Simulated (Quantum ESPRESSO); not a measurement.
**MnS: one coupling from two orders, and a test**

Can a spin model with one coupling foretell the energy of a further order of MnS?

Calculated with Quantum ESPRESSO 7.5; LDA; plane waves with GBRV 1.5 LDA potentials, no spin-orbit coupling.

Experimental background.

“Single-Crystal and Powder Neutron Diffraction Study of FeXMn1-XS Solid Solutions” (2011, arxiv:1108.4537) reports for MnS, rock salt, by neutron diffraction (x = 0): ordering temperature (Neel temperature) 150 K.

The database entry behind the starting cell differs from later determinations by our own check (an axis about 0.2 % short against later determinations), so it need not match the best structure at ambient conditions.

### Step 1. Set-up

It takes space group Fm-3m (No. 225, cubic). The conventional cell has a = 5.209 Å, b = 5.209 Å, c = 5.209 Å, α = 90.00°, β = 90.00°, γ = 90.00°. Mn has 6 S at 2.60 Å nearest. S has 6 Mn at 2.60 Å nearest. Farther neighbours and most contacts between anions are not listed.

The cell comes from the Crystallography Open Database.

### Step 2. The parallel order

All energies count from this run.

The input, pw.in:

```
&CONTROL
  calculation = 'scf'
  prefix = 'pwscf'
  outdir = './tmp'
  pseudo_dir = './pseudo'
  disk_io = 'nowf'
/
&SYSTEM
  ibrav = 0
  nat = 2
  ntyp = 2
  ecutwfc = 40
  ecutrho = 280
  nbnd = 19
  occupations = 'smearing'
  smearing = 'fd'
  degauss = 0.00367493
  nspin = 2
  starting_magnetization(1) = 0.3
  starting_magnetization(2) = 0
/
&ELECTRONS
  conv_thr = 4d-09
  electron_maxstep = 150
  mixing_beta = 0.3
/
ATOMIC_SPECIES
Mn     54.9380 mn_lda_v1.5.uspp.F.UPF
S      32.0600 s_lda_v1.4.uspp.F.UPF
CELL_PARAMETERS angstrom
   0.0000000000    2.6045000000    2.6045000000
   2.6045000000    0.0000000000    2.6045000000
   2.6045000000    2.6045000000    0.0000000000
ATOMIC_POSITIONS crystal
Mn      0.0000000000    0.0000000000    0.0000000000
S       0.5000000000    0.5000000000    0.5000000000
K_POINTS automatic
6 6 6 0 0 0
```

The run is started by

```bash
OMP_NUM_THREADS=1 mpirun -n 4 pw.x -nk 4 -in pw.in > pw.out
```

Log:

```text
Program PWSCF v.7.5 starts
     [... lines left out ...]
     number of atoms/cell      =            2
     [... lines left out ...]
     number of electrons       =        21.00
     number of Kohn-Sham states=           19
     kinetic-energy cutoff     =      40.0000  Ry
     charge density cutoff     =     280.0000  Ry
     scf convergence threshold =      4.0E-09
     [... lines left out ...]
     48 Sym. Ops., with inversion, found
     [... lines left out ...]
     number of k points=    16  Fermi-Dirac smearing, width (Ry)=  0.0037
     [... lines left out ...]
     iteration #  9     ecut=    40.00 Ry     beta= 0.30
     [... lines left out ...]
     Magnetic moment per site  (integrated on atomic sphere of radius R)
     atom   1 (R=0.292)  charge= 13.2225  magn=  4.0567
     atom   2 (R=0.292)  charge=  4.6107  magn=  0.1283
     [... lines left out ...]
     the Fermi energy is     9.9518 ev
!    total energy              =    -235.31013888 Ry
     estimated scf accuracy    <          2.5E-09 Ry
     smearing contrib. (-TS)   =      -0.00064213 Ry
     [... lines left out ...]
     total magnetization       =     4.52 Bohr mag/cell
     absolute magnetization    =     4.52 Bohr mag/cell
     convergence has been achieved in   9 iterations
   JOB DONE.
```

The job ended after 3.9 s (4 MPI ranks of Arm Neoverse V2, shared host; peak memory 0.29 GiB).

Spin moment in the atom's sphere by atom:

| atom | spin moment in the atom's sphere (μB) |
| --- | --- |
| Mn1 | 4.06 |
| S2 | 0.13 |

Read from the output:

```
smearing term TS       : 0.008737 eV
magnetization          : 4.524 μB
absolute magnetization : 4.524 μB
final state            : ferromagnetic
```

### Step 3. The orders used for the fit

The other orders were run with the same settings, on meshes that hold the same points. Free energies are divided by the number of Mn atoms; q is in fractions of the reciprocal vectors of the first run's cell.

| order | atoms | mesh | free energy (eV) | eV per Mn | largest moment (μB) |
| --- | --- | --- | --- | --- | --- |
| F + | 2 | 6×6×6 | -3201.5575 | -3201.5575 | 4.06 |
| AF q=(0,1/2,1/2) +- | 4 | 6×3×6 | -6403.1342 | -3201.5671 | 4.06 |

### Step 4. Counting neighbours

With E = −Σ J e_i·e_j over ordered pairs of unit vectors, turning a neighbour from parallel to opposed costs 2J a Mn atom. So an order lies 2 Σ n J over the parallel one, n being the opposed neighbours in each shell.

| shell | distance (Å) | neighbours | opposed in AF q=(0,1/2,1/2) +- | opposed in AF q=(0,0,1/2) +- |
| --- | --- | --- | --- | --- |
| J1 | 3.68 | 12 | 8 | 6 |
| J2 | 5.21 | 6 | 0 | 6 |

Only J1 is kept, as an effective coupling that takes up all reversed shells.

### Step 5. Solving

```
2 × 8 × J1 = -9.6 meV    (AF q=(0,1/2,1/2) +-)
J1 = -0.60 meV
```

### Step 6. The test

The couplings now give the orders that were left out:

```
2 × 6 × (-0.60) = -7.2 meV    (AF q=(0,0,1/2) +-)
```

The runs themselves:

| order | atoms | mesh | free energy (eV) | eV per Mn | largest moment (μB) | over the parallel order (meV) | foretold (meV) |
| --- | --- | --- | --- | --- | --- | --- | --- |
| AF q=(0,0,1/2) +- | 4 | 6×6×3 | -6403.2920 | -3201.6460 | 4.08 | -88.4 | -7.2 |

### Step 7. One more shell

One way to take up the miss is the next shell. Both differences then fix both couplings, and no order is left for a test.

```
2 × 8 × J1 = -9.6 meV    (AF q=(0,1/2,1/2) +-)
2 × 6 × J1 + 2 × 6 × J2 = -88.4 meV    (AF q=(0,0,1/2) +-)
J1 = -0.60 meV
J2 = -6.77 meV
```

### Step 8. Mean-field temperature

```
gain of AF q=(0,0,1/2) +- over disorder = (12 − 2 × 6) × (-0.60) + (6 − 2 × 6) × (-6.77) = 40.6 meV
T = 2 × 40.6 / (3 × 0.08617) = 314 K
```

### Step 9. Results

| Item | Value |
| --- | --- |
| effective J1 (Mn–Mn at 3.68 Å) | -0.6 meV |
| largest miss on the orders left out | 81 meV |
| J1 with two shells | -0.6 meV |
| J2 with two shells | -6.77 meV |
| mean-field ordering temperature | 314 K |

**Reading.** The model misses the order left out by 81 meV, 92 % of the largest energy difference, so it fails: these couplings alone don't describe the crystal. With the next shell added the couplings are J1 = -0.60 and J2 = -6.77 meV, untested. The largest moment changes by 0.63 % between the orders. Shells that were dropped are folded into the couplings or show in the miss. Mean field overstates the temperature of the model, and classical spins understate it for small quantum spins, by up to the factor (S+1)/S. No Hubbard term acts here. In such compounds local and semilocal functionals without one often delocalise the d electrons, and can shrink or lose moments and miss the size, sign and order of the couplings.

Comparison with the measured values:

```
                quantity  measured      mean field
ordering temperature (K)       150  314 (+109.5 %)
```

Measured values from arxiv:1108.4537 (2011).

Verdict: The ordering temperature is off by +109.5 %: a clear miss. Mean-field temperatures run high for given couplings and spin length. No cell relaxation is part of this session.

[Logs and program files are shortened in this print: banners, set-up blocks, solver, clock and traceback lines can be left out without a mark of their own.]

[Logs are printed without paths, hosts, clocks, repeated set-up lines and the standing remarks that a program may print on its own settings, such as how far it seeks lower states.]

[Hosts, paths, dates, database ids (printed as entryN), source tags and the programs' standing remarks are cut or masked in the printed files.]

[Where a cell is said to come from a database of computed structures, the database is the Materials Project.]
